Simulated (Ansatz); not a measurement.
# 1T-SnSe2 bilayer (AB) in a perpendicular field

Wanted: the out-of-plane response of the 1T-SnSe2 bilayer (AB). A positive field points along +c.

Main program and level: Ansatz 0.2.0; plane-wave DFT, PBE-D3(BJ), Ansatz PAW.

## (1) The structure

The cell holds 6 atoms: 4 Se and 2 Sn. Its edges and angles: a = 3.870 Å, b = 3.870 Å, c = 45.621 Å, α = 90.0°, β = 90.0°, γ = 120.0°. Regions: layer 1: 1T-SnSe2, 3 atoms (2 Se and 1 Sn); layer 2: 1T-SnSe2, 3 atoms (2 Se and 1 Sn). Vacuum lies along c.

## (2) Relaxation

The starting cell is a guess, so the in-plane lattice and the atoms are relaxed first, with the slab cut off from its images along the normal.

Contents of input.yaml:

```yaml
crystal:
  lattice:
    - [3.87, 0.0, 0.0]
    - [-1.935, 3.3515183126, 0.0]
    - [0.0, 0.0, 45.6209780866]
  atoms:
    - { symbol: Se, position: [0.6666666667, 0.3333333333, 0.4197630301] }
    - { symbol: Sn, position: [0.0, 0.0, 0.4428937162] }
    - { symbol: Se, position: [0.3333333333, 0.6666666667, 0.4660244022] }
    - { symbol: Se, position: [0.0, 0.0, 0.5339755978] }
    - { symbol: Sn, position: [0.3333333333, 0.6666666667, 0.5571062838] }
    - { symbol: Se, position: [0.6666666667, 0.3333333333, 0.5802369699] }
  periodic: [true, true, false]
kpoints:
  mp_grid: { grid: [12, 12, 1] }
hamiltonian:
  xc: pbe
  dispersion: d3bj
scf:
  occupations: { method: fermi_dirac, width: 0.05 }
  convergence: { dr2_threshold: 1.0e-09 }
relax:
  f_tol: 0.004
  max_steps: 90
  cell: {}
output:
  write_potential: true
  write_density: true
  volumetric_format: npy
```

The run is started by

```sh
> ansatz run input.yaml --threads 4 --pin off --max-ram 8192MiB --backend cpu --events-out ev --progress --plain --runs-dir out
```

Numbers of over 12 decimals in the logs are rounded to 6 here.

The program printed:

```text
Warning: relax.cell: scf.convergence.dr2_threshold = 1e-9 eV is looser than the 1.99989145901e-10 eV advised for a relaxation that steers and ends on the stress (1e-10 eV for each atom of the cell: 6, times the square of relax.cell.stress_2d_tol = 0.05 N/m over 17.3 Å (the atoms' height at the walk's start and 5 Å past either face), 2.887e-2 GPa, over a crystal's default 0.05). What an SCF threshold leaves in a stress goes as its square root, and in the free energy as the threshold itself, and one threshold admits the most on a small cell: [figures from the program's tests cut] Set scf.convergence.dr2_threshold to 1.99989145901e-10 eV or tighter. [rest of the remark cut]
Engine: ansatz 0.2.0, aarch64-unknown-linux-gnu
Pseudopotentials: kind: paw
Pseudopotential: Se, paw, valence charge 16, recommended cutoff 420 eV (normal), Se.paw.azcp
Pseudopotential: Sn, paw, valence charge 14, recommended cutoff 420 eV (normal), Sn.paw.azcp
Functional definition: PBE
  parameter kappa = 0.804
  parameter beta = 0.066725
  exchange = pbe_x(kappa = kappa, mu = beta*pi^2/3)
  correlation = pbe_c(beta = beta)
Crystal: 6 atoms, lattice volume = 591.721 Å³
Basis set: ecut = 420 eV, 11673 PW (Γ), exchange–correlation on 54×54×640 points (8 copies of the dense FFT grid, shifted against one another)
Bands: 56, of which v1, the nominal top of the filled ones, is band 46 counted from 1 (45 counted from 0)
Symmetry: 12 space group operations
Space group: P-3m1 (ITA 164), of the structure as read, at distance tolerance 8.4e-5 Å
k-points: 19 of 144
Non-local potential: Se, projectors of the file, l = 0: 2, l = 1: 2, l = 2: 3, l = 3: 1
Non-local potential: Sn, projectors of the file, l = 0: 2, l = 1: 2, l = 2: 2, l = 3: 2
PAW form: soft (Blöchl's): semilocal exchange-correlation on the pseudo side does not see the compensation charge
PAW one-centre angular grid: Se, 590 points (default); XC on 64 Gauss nodes
PAW one-centre angular grid: Sn, 590 points (default); XC on 64 Gauss nodes
Initial density: superposition of atomic densities (neutral atoms: chi_scale 0, normalization atom), corrected by the library's trained network
Initial wavefunctions: pseudopotential atomic-orbital guess
Functional: x = pbe(κ = 0.804, μ = 0.219515), c = pbe(β = 0.066725)
SCF iter   1: F=—  HF=-33923.037990 eV  |F-HF|=—  |Δ(HF+E_count)|=         —  Δρ=1.96e-3  dr2=6.29e-2  ethr=1.77e-3  ⟨swp⟩=14.9  Hψ=6632  notcnv=0  defer=24
preconditioner: auto → Resta (q_TF=auto, 2.001 Å⁻¹)  ε∞=1.4  [insulator: Δε(μ)=0.462 eV  Ē_g=17.066 eV  σ=0.050 eV  W_gap=0.95  n_scr=94 (ndim 8)  ℏωp=11.0 eV  f_vac=0.760  D(μ)=0.03/eV (n_scr^D=0)  ε∞_Penn≈1.4  vacuum switching on, ρ_ref=2.1e-2 e/Å³]
SCF iter   2: F=—  HF=-33923.033537 eV  |F-HF|=—  |Δ(HF+E_count)|=   4.45e-3  Δρ=1.17e-3  dr2=6.62e-2  ethr=6.84e-5  ⟨swp⟩=4.7  Hψ=2616  notcnv=0  defer=80
SCF iter   3: F=—  HF=-33923.025241 eV  |F-HF|=—  |Δ(HF+E_count)|=   8.30e-3  Δρ=5.24e-4  dr2=8.98e-3  ethr=6.84e-5  ⟨swp⟩=3.5  Hψ=1425  notcnv=0  defer=80
SCF iter   4: F=—  HF=-33923.024459 eV  |F-HF|=—  |Δ(HF+E_count)|=   7.82e-4  Δρ=2.21e-4  dr2=5.93e-4  ethr=9.76e-6  ⟨swp⟩=3.0  Hψ=1382  notcnv=0  defer=80
SCF iter   5: F=—  HF=-33923.024524 eV  |F-HF|=—  |Δ(HF+E_count)|=   6.47e-5  Δρ=6.43e-5  dr2=1.19e-5  ethr=6.44e-7  ⟨swp⟩=3.4  Hψ=1932  notcnv=0  defer=80
SCF iter   6: F=—  HF=-33923.024535 eV  |F-HF|=—  |Δ(HF+E_count)|=   1.12e-5  Δρ=1.69e-5  dr2=1.15e-6  ethr=1.29e-8  ⟨swp⟩=3.2  Hψ=2173  notcnv=0  defer=80
SCF iter   7: F=—  HF=-33923.024589 eV  |F-HF|=—  |Δ(HF+E_count)|=   5.44e-5  Δρ=4.40e-6  dr2=1.09e-7  ethr=1.25e-9  ⟨swp⟩=3.0  Hψ=2359  notcnv=0  defer=80
SCF iter   8: F=—  HF=-33923.024589 eV  |F-HF|=—  |Δ(HF+E_count)|=   1.75e-9  Δρ=1.01e-6  dr2=6.22e-9  ethr=1.19e-10  ⟨swp⟩=3.5  Hψ=2221  notcnv=0  defer=80
SCF iter   9: F=-33923.024589 eV  HF=-33923.024589 eV  |F-HF|=5.60e-9  |Δ(HF+E_count)|=   4.67e-9  Δρ=3.13e-7  dr2=4.81e-10  ethr=1.09e-12  ⟨swp⟩=13.1  Hψ=8122  notcnv=0
SCF 1 converged in 9 iterations: F = -33923.024589 eV  dr2 = 4.81e-10
  greatest PAW one-centre occupation: 1.000 electrons in one spin orbital (limit 2), on the Se atom at site 3 (counted from 0), in its partial waves of l = 2
relax step   1: F+E_penalty+E_count = -33923.02458918 eV  Δ(F+E_penalty+E_count) = +0.000e0 eV  max|allowed force component| = 5.183e0 eV/Å  Δτ_max = 0.0000 Å  P = +35.750 N/m  Ω = 591.721 Å³  fix = [c, alpha, beta]  reactions: c +0.000 N/m  (9 SCF iters, accepted)
Crystal: 6 atoms, lattice volume = 608.489 Å³
Basis set: ecut = 420 eV, 12057 PW (Γ), exchange–correlation on 54×54×640 points (8 copies of the dense FFT grid, shifted against one another)
Initial density: handed on by an earlier stage of this run
Initial wavefunctions: those handed on with the density
iter 1 solved again at ethr=1.50e-4 eV; its pass at ethr=3.10e-3 eV (dr2=1.38e-1 eV) is discarded
SCF iter   1: F=—  HF=-33926.646373 eV  |F-HF|=—  |Δ(HF+E_count)|=         —  Δρ=4.67e-3  dr2=1.37e-1  ethr=1.50e-4  ⟨swp⟩=4.5  Hψ=6517  notcnv=0
preconditioner: auto → Resta (q_TF=auto, 1.991 Å⁻¹)  ε∞=1.4  [insulator: Δε(μ)=0.476 eV  Ē_g=16.542 eV  σ=0.050 eV  W_gap=0.96  n_scr=94 (ndim 8)  ℏωp=10.9 eV  f_vac=0.753  D(μ)=0.02/eV (n_scr^D=0)  ε∞_Penn≈1.4  vacuum switching on, ρ_ref=2.0e-2 e/Å³]
SCF iter   2: F=—  HF=-33926.617463 eV  |F-HF|=—  |Δ(HF+E_count)|=   2.89e-2  Δρ=2.23e-3  dr2=3.60e-2  ethr=1.49e-4  ⟨swp⟩=4.8  Hψ=2284  notcnv=0  defer=8
SCF iter   3: F=—  HF=-33926.621641 eV  |F-HF|=—  |Δ(HF+E_count)|=   4.18e-3  Δρ=1.42e-3  dr2=6.83e-2  ethr=3.91e-5  ⟨swp⟩=4.4  Hψ=2118  notcnv=0  defer=8
SCF iter   4: F=—  HF=-33926.613160 eV  |F-HF|=—  |Δ(HF+E_count)|=   8.48e-3  Δρ=6.11e-4  dr2=2.48e-3  ethr=3.91e-5  ⟨swp⟩=3.3  Hψ=1623  notcnv=0  defer=27
SCF iter   5: F=—  HF=-33926.613502 eV  |F-HF|=—  |Δ(HF+E_count)|=   3.42e-4  Δρ=1.76e-4  dr2=1.41e-4  ethr=2.70e-6  ⟨swp⟩=2.8  Hψ=1869  notcnv=0  defer=30
SCF iter   6: F=—  HF=-33926.613551 eV  |F-HF|=—  |Δ(HF+E_count)|=   4.98e-5  Δρ=5.22e-5  dr2=1.55e-5  ethr=1.53e-7  ⟨swp⟩=3.1  Hψ=1930  notcnv=0  defer=30
SCF iter   7: F=—  HF=-33926.613566 eV  |F-HF|=—  |Δ(HF+E_count)|=   1.45e-5  Δρ=1.05e-5  dr2=6.96e-7  ethr=1.68e-8  ⟨swp⟩=2.9  Hψ=1746  notcnv=0  defer=30
SCF iter   8: F=—  HF=-33926.613612 eV  |F-HF|=—  |Δ(HF+E_count)|=   4.60e-5  Δρ=3.30e-6  dr2=5.18e-8  ethr=7.56e-10  ⟨swp⟩=3.0  Hψ=2029  notcnv=0  defer=30
SCF iter   9: F=—  HF=-33926.613612 eV  |F-HF|=—  |Δ(HF+E_count)|=   2.74e-8  Δρ=1.04e-6  dr2=5.99e-9  ethr=5.63e-11  ⟨swp⟩=3.1  Hψ=2083  notcnv=0  defer=30
[...]
SCF iter   9: F=-33927.927326 eV  HF=-33927.927326 eV  |F-HF|=3.18e-9  |Δ(HF+E_count)|=   9.01e-9  Δρ=2.62e-7  dr2=3.81e-10  ethr=1.09e-12  ⟨swp⟩=12.1  Hψ=7399  notcnv=0
SCF 3 converged in 9 iterations: F = -33927.927326 eV  dr2 = 3.81e-10
relax step   3: F+E_penalty+E_count = -33927.92732609 eV  Δ(F+E_penalty+E_count) = -1.314e0 eV  max|allowed force component| = 1.281e0 eV/Å  Δτ_max = 0.1945 Å  P = +3.289 N/m  Ω = 607.175 Å³  energy of the carried Pulay correction = -1.589e-3 eV  fix = [c, alpha, beta]  reactions: c +0.000 N/m  (9 SCF iters, accepted)
[...]
relax step   4: F+E_penalty+E_count = -33928.29322124 eV  Δ(F+E_penalty+E_count) = -3.659e-1 eV  max|allowed force component| = 4.426e-1 eV/Å  Δτ_max = 0.1942 Å  P = -0.141 N/m  Ω = 603.488 Å³  energy of the carried Pulay correction = -1.214e-3 eV  fix = [c, alpha, beta]  reactions: c -0.000 N/m  (9 SCF iters, accepted)
[...]
relax step   5: F+E_penalty+E_count = -33928.44198450 eV  Δ(F+E_penalty+E_count) = -1.488e-1 eV  max|allowed force component| = 1.146e-1 eV/Å  Δτ_max = 0.2000 Å  P = -1.130 N/m  Ω = 595.854 Å³  energy of the carried Pulay correction = -4.290e-4 eV  fix = [c, alpha, beta]  reactions: c -0.000 N/m  (10 SCF iters, accepted)
[...]
relax step   6: F+E_penalty+E_count = -33928.49515409 eV  Δ(F+E_penalty+E_count) = -5.317e-2 eV  max|allowed force component| = 1.280e-1 eV/Å  Δτ_max = 0.1541 Å  P = -0.542 N/m  Ω = 584.194 Å³  energy of the carried Pulay correction = +7.891e-4 eV  fix = [c, alpha, beta]  reactions: c -0.000 N/m  (9 SCF iters, accepted)
[...]
relax step   7: F+E_penalty+E_count = -33928.50636750 eV  Δ(F+E_penalty+E_count) = -1.121e-2 eV  max|allowed force component| = 7.074e-2 eV/Å  Δτ_max = 0.1133 Å  P = -0.162 N/m  Ω = 581.755 Å³  energy of the carried Pulay correction = +1.047e-3 eV  fix = [c, alpha, beta]  reactions: c -0.000 N/m  (9 SCF iters, accepted)
[...]
relax step   8: F+E_penalty+E_count = -33928.50807219 eV  Δ(F+E_penalty+E_count) = -1.705e-3 eV  max|allowed force component| = 3.055e-3 eV/Å  Δτ_max = 0.0154 Å  P = +0.019 N/m  Ω = 578.922 Å³  energy of the carried Pulay correction = +1.348e-3 eV  fix = [c, alpha, beta]  reactions: c +0.000 N/m  (9 SCF iters, accepted)
Initial wavefunctions: pseudopotential atomic-orbital guess (no wavefunctions were taken with the density)
iter 1 solved again at ethr=3.77e-7 eV; its pass at ethr=3.10e-3 eV (dr2=3.47e-4 eV) is discarded
SCF iter   1: F=—  HF=-33928.507329 eV  |F-HF|=—  |Δ(HF+E_count)|=         —  Δρ=1.10e-5  dr2=1.37e-7  ethr=3.77e-7  ⟨swp⟩=5.8  Hψ=9693  notcnv=0
eigensolver tolerance schedule: the retry pair's looser diagonalisation over-reported the residual by 2525.01 of it (diagonalisation noise at 0.44 of the residual, at the tolerance the schedule requests for it); recorded, not acted on — ethr = c·dr2/N_el stays at c = 1.0e-1
preconditioner: auto → Resta (q_TF=auto, 2.008 Å⁻¹)  ε∞=1.8  [insulator: Δε(μ)=0.480 eV  Ē_g=9.715 eV  σ=0.050 eV  W_gap=0.98  n_scr=82 (ndim 8)  ℏωp=8.7 eV  f_vac=0.718  D(μ)=0.03/eV (n_scr^D=0)  ε∞_Penn≈1.8  vacuum switching on, ρ_ref=6.8e-3 e/Å³]
SCF iter   2: F=—  HF=-33928.507359 eV  |F-HF|=—  |Δ(HF+E_count)|=   2.97e-5  Δρ=5.61e-6  dr2=5.73e-8  ethr=1.49e-10  ⟨swp⟩=5.4  Hψ=3443  notcnv=0
SCF iter   3: F=—  HF=-33928.507359 eV  |F-HF|=—  |Δ(HF+E_count)|=   6.94e-8  Δρ=2.43e-6  dr2=2.44e-8  ethr=6.23e-11  ⟨swp⟩=2.5  Hψ=1613  notcnv=0
SCF iter   4: F=—  HF=-33928.507359 eV  |F-HF|=—  |Δ(HF+E_count)|=   1.44e-8  Δρ=1.03e-6  dr2=2.83e-8  ethr=2.66e-11  ⟨swp⟩=2.9  Hψ=1480  notcnv=0
SCF iter   5: F=—  HF=-33928.507359 eV  |F-HF|=—  |Δ(HF+E_count)|=   1.46e-9  Δρ=5.55e-7  dr2=2.93e-9  ethr=2.66e-11  ⟨swp⟩=2.2  Hψ=1285  notcnv=0
SCF iter   6: F=-33928.507359 eV  HF=-33928.507359 eV  |F-HF|=2.11e-10  |Δ(HF+E_count)|=  2.26e-10  Δρ=1.51e-7  dr2=1.38e-10  ethr=1.09e-12  ⟨swp⟩=12.6  Hψ=7858  notcnv=0
SCF 9 converged in 6 iterations: F = -33928.507359 eV  dr2 = 1.38e-10
relax step   9: F+E_penalty+E_count = -33928.50735907 eV  Δ(F+E_penalty+E_count) = +7.131e-4 eV  max|allowed force component| = 2.817e-3 eV/Å  Δτ_max = 0.0000 Å  P = -0.017 N/m  Ω = 578.922 Å³  fix = [c, alpha, beta]  reactions: c -0.000 N/m  stress off target by 1.75e-2 N/m on what of the cell is left free  SCF on the basis re-selected at this cell (its energy is not comparable with the rows above)  (6 SCF iters)
basis re-selected at this cell: Δ(F+E_penalty+E_count) = +7.131e-4 eV, ΔP = -0.037 N/m vs the last step (what re-selecting the basis moved, of the pressure what is left beyond the Pulay correction that the steps carried, after the strain that the cell walked since its last selection, with what the two solves' SCF thresholds leave and, on support functions, any second-order correction that the steps lacked; it is no m [...]
SCF converged after 6 iterations
Free energy (F): -33928.507359 eV
Harris-Foulkes:  -33928.507359 eV  (|F-HF|=2.11e-10)
Internal energy: -33928.506861 eV  (E = F + TS)
E sigma→0 (E₀):  -33928.507110 eV
Entropy (-TS):   -0.000498 eV (-0.083 meV/atom)
Fermi energy:    -5.665897 eV
--- Per-component energies (eV) ---
  E_band       = -2999.887594
  E_kinetic    = 848.267860
  E_local      = -462775.206112  (includes V_loc(G=0)·N_el)
  E_nonlocal   = -2444.808878
  E_hartree    = 230901.651154
  E_xc         = -1178.758039
  E_vxc        = -581.405790  (∫ρ·V_xc dr)
  E_paw        = -15927.617662  (= ΣΔE_a)
  E_vpaw       = 149.969242  (= ΣTr[D̂ρ^β])
  E_aug_tail   = -0.002442  (compensation charges beyond the density's cutoff)
  E_ewald      = 216649.768867
  E_disp       = -1.801608  (pairwise vdW)
  E_smearing   = -0.000498  (= −TS)
  E_closure    = -0.000000  (closes the sum)
  Σ components = -33928.507359   (vs F -33928.507359, Δ=0.00e0)
--- Forces (eV/Å), atoms counted from 1 ---
  atom   1  Se    -0.00000000    -0.00000000    -0.00088067
  atom   2  Sn    -0.00000000    -0.00000000     0.00167475
  atom   3  Se     0.00000000     0.00000000    -0.00281678
  atom   4  Se    -0.00000000    -0.00000000     0.00281678
  atom   5  Sn     0.00000000     0.00000000    -0.00167475
  atom   6  Se     0.00000000     0.00000000     0.00088067
  max |Σ_I F_I| component: 6.51e-19 eV/Å
--- 2D stress c σ (N/m, compression-positive) ---
       -0.017498      -0.000000      -0.000000
       -0.000000      -0.017498      -0.000000
       -0.000000      -0.000000      -0.000000
  P = ½ c Tr σ = -0.0175 N/m
--- Band table (eV; the first three rows and the last of 19) ---
  k-point 0: bands = [... 42 lower, -6.1097, -6.1097, -6.0303, -6.0303, -4.6432, -3.8311, -2.8567, -2.8287, ... 6 higher]
  k-point 1: bands = [... 42 lower, -6.4489, -6.3060, -6.0591, -5.9580, -4.1671, -3.6354, -2.4456, -2.3915, ... 6 higher]
  k-point 2: bands = [... 42 lower, -7.0733, -6.3762, -6.0808, -5.9437, -3.7733, -3.7031, -2.2287, -1.8561, ... 6 higher]
  k-point 18: bands = [... 42 lower, -7.0246, -6.9253, -6.9253, -6.7251, -4.1446, -4.1446, -1.2347, -0.7935, ... 6 higher]
  the weakly bound empty levels are not read free of the cell's end (no_gap_told)
--- Relaxed structure (8 steps of the walk, 8 accepted, 1 SCFs on fresh bases) ---
  F+E_penalty+E_count = -33928.50735907 eV   max|allowed force component| = 2.817e-3 eV/Å   (the final SCF, on the basis selected at the relaxed cell)
  cell:  # Å, volume = 578.9221 Å³
    - [3.827917, 0, 0]
    - [-1.913958, 3.315073, 0]
    - [0, 0, 45.6209780866]
  atoms:
    - { symbol: Se, position: [0.666667, 0.333333, 0.396748] }
    - { symbol: Sn, position: [-2.8028405601229123e-18, -5.605681120245859e-18, 0.431766] }
    - { symbol: Se, position: [0.333333, 0.666667, 0.466766] }
    - { symbol: Se, position: [-1.8683497884536114e-19, -3.7366995769074e-19, 0.533234] }
    - { symbol: Sn, position: [0.333333, 0.666667, 0.568234] }
    - { symbol: Se, position: [0.666667, 0.333333, 0.603252] }
```

Run time: 96 s. Hardware: 4 threads of Arm Neoverse V1, shared host; peak memory 1.5 GiB; 6.2 min of CPU time.

Relaxation path:

| step | energy less that of the first step (eV) | largest force component (eV/Å) | volume (Å³) |
| --- | --- | --- | --- |
| 1 | 0.0000 | 5.1834 | 591.72 |
| 2 | -3.5890 | 2.8313 | 608.49 |
| 3 | -4.9027 | 1.2807 | 607.17 |
| 4 | -5.2686 | 0.4426 | 603.49 |
| 5 | -5.4174 | 0.1146 | 595.85 |
| 6 | -5.4706 | 0.1280 | 584.19 |
| 7 | -5.4818 | 0.0707 | 581.76 |
| 8 | -5.4835 | 0.0031 | 578.92 |
| 9* | -5.4828 | 0.0028 | 578.92 |

Relaxation steps marked * repeat the geometry before them on a plane-wave basis chosen anew for their cell, so energy and pressure can jump there.

Forces are held to the 12 operations that the run works with; a distortion that breaks them can't arise in this run.

| cell as run | before | after | change |
| --- | --- | --- | --- |
| a (Å) | 3.870 | 3.828 | -1.1 % |
| b (Å) | 3.870 | 3.828 | -1.1 % |

The atoms that moved most (Å, along periodic axes as changes of fractional coordinates times the final cell, across vacuum about the mean position):

| atom | dx | dy | dz | length |
| --- | --- | --- | --- | --- |
| Se1 | 0.000 | 0.000 | -1.050 | 1.050 |
| Se6 | 0.000 | 0.000 | 1.050 | 1.050 |
| Sn5 | 0.000 | 0.000 | 0.508 | 0.508 |
| Sn2 | 0.000 | 0.000 | -0.508 | 0.508 |
| Se4 | 0.000 | 0.000 | -0.034 | 0.034 |
| Se3 | 0.000 | 0.000 | 0.034 | 0.034 |

The relaxed structure:

```xyz
6
Lattice="3.8279 0.0000 0.0000 -1.9140 3.3151 0.0000 0.0000 0.0000 45.6210" Properties=species:S:1:pos:R:3
Se    1.9140    1.1050   18.1000
Sn    0.0000    0.0000   19.6976
Se    0.0000    2.2100   21.2943
Se    0.0000    0.0000   24.3266
Sn    0.0000    2.2100   25.9234
Se    1.9140    1.1050   27.5210
```

This step gave:

* energy at zero smearing: -33928.5071 eV

The lattice constant a goes from 3.870 to 3.828 Å.

(Continued in part 2 of 3.)

[Logs are printed without paths, hosts, clocks, repeated set-up lines and the standing remarks that a program may print on its own settings, such as how far it seeks lower states.]

[Hosts, paths, dates, database ids (printed as entryN), source tags and the programs' standing remarks are cut or masked in the printed files.]

[Maps of the electrostatic potential energy from Ansatz leave out the sawtooth potential of an applied field or a dipole correction, so their vacuum need not be flat; planar profiles and work functions include it.]
